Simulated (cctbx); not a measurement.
## Diagnosing a refinement

Cell a = 11.5690 Å, b = 11.5690 Å, c = 11.5690 Å, α = 90.00°, β = 90.00°, γ = 90.00°; space group Fm-3m (no. 225). The compound is Al6Tl2Ni21.

Simulated single-crystal data (cctbx): Mo Kα, λ = 0.71073 Å, to d = 0.65 Å, 95 % of the full sphere, strongest reflection 20000 counts, noise from counting, a 6 % proportional error and a noise floor of 8 counts (s.d.); no absorption.

An anisotropic refinement with weights 1/σ² prints:

```text
Rint 0.055, 190 unique reflections to 0.65 A
cycle     R1     wR2    GooF  max shift (A)
   1  0.0242  0.0638   3.999   0.00112
   2  0.0135  0.0379   2.378   0.00000
final R1 0.0135 wR2 0.0379 GooF 2.378  parameters 12  data/parameter 15.8
atom        x        y        z      Ueq    occ   su(xyz)  su(Uiso or U11)
Tl1    0.25000  0.75000  0.75000   0.0089  1.000  0.00000  0.0001
Cu1    0.00000  0.82839  0.82839   0.0126  1.000  0.00004  0.0003
Ni1    0.38217  0.88217  0.88217   0.0108  1.000  0.00004  0.0002
Ni2    0.00000  0.00000  0.00000   0.0113  1.000  0.00000  0.0003
Al1    0.73375  0.00000  0.00000   0.0192  1.000  0.00022  0.0010
difference map: max 1.21 min -1.24 rms 0.22
Q1    0.0000  0.0000  0.3805   24    1.25  1.32 A from Al1
Q2    0.2500  0.2500  0.2500    8    1.10  0.00 A from Tl1
Q3    0.0000  0.0371  0.1380   96    0.57  1.54 A from Al1
Q4    0.0000  0.0000  0.2084   24    0.52  0.67 A from Al1
Q5    0.0000  0.1352  0.3648   48    0.46  1.39 A from Ni1
Q6    0.0000  0.0811  0.3712   96    0.45  1.43 A from Ni1
```

Q: Accept it or mend it, and why?

Mend it. The fault: wrong element: Cu1 is Ni. Against the right model at the same level, R1 goes from 0.0077 to 0.0135 and GooF from 0.95 to 2.38 and a hole of -1.2 e/Å³ opens. Cu1 has 1 electron too many and its U swells to shed them, as expected (near an absorption edge f′ can widen the mismatch well beyond the difference in Z).

The compound is Al6Tl2Ni21. The right model at the same level gives:

```text
Rint 0.055, 190 unique reflections to 0.65 A
cycle     R1     wR2    GooF  max shift (A)
   1  0.0103  0.0238   1.494   0.00145
   2  0.0077  0.0151   0.946   0.00000
final R1 0.0077 wR2 0.0151 GooF 0.946  parameters 12  data/parameter 15.8
atom        x        y        z      Ueq    occ   su(xyz)  su(Uiso or U11)
Tl1    0.25000  0.75000  0.75000   0.0093  1.000  0.00000  0.0000
Ni1    0.00000  0.82839  0.82839   0.0112  1.000  0.00001  0.0001
Ni2    0.38220  0.88220  0.88220   0.0112  1.000  0.00001  0.0001
Ni3    0.00000  0.00000  0.00000   0.0120  1.000  0.00000  0.0001
Al1    0.73379  0.00000  0.00000   0.0197  1.000  0.00009  0.0004
difference map: max 1.15 min -0.46 rms 0.13
Q1    0.0000  0.0000  0.3797   24    1.17  1.31 A from Al1
Q2    0.0000  0.0000  0.2062   24    0.49  0.69 A from Al1
Q3    0.0000  0.0000  0.1363   24    0.45  1.50 A from Al1
Q4    0.0000  0.0804  0.3702   96    0.44  1.44 A from Ni2
Q5    0.0000  0.1000  0.1000   48    0.44  1.17 A from Ni1
Q6    0.0000  0.1395  0.1395   48    0.40  0.53 A from Ni1
```

Isotropic U is held between 0.0001 and 1 Å² by the program, and listed peak heights are interpolated, so they can pass the grid's maximum.

The model is made up (kin elements in a known structure type, no relaxation), so it says nothing on whether the phase exists.

[Middle refinement cycles are left out of these outputs.]

[Logs are printed without paths, hosts, clocks, repeated set-up lines and the standing remarks that a program may print on its own settings, such as how far it seeks lower states.]
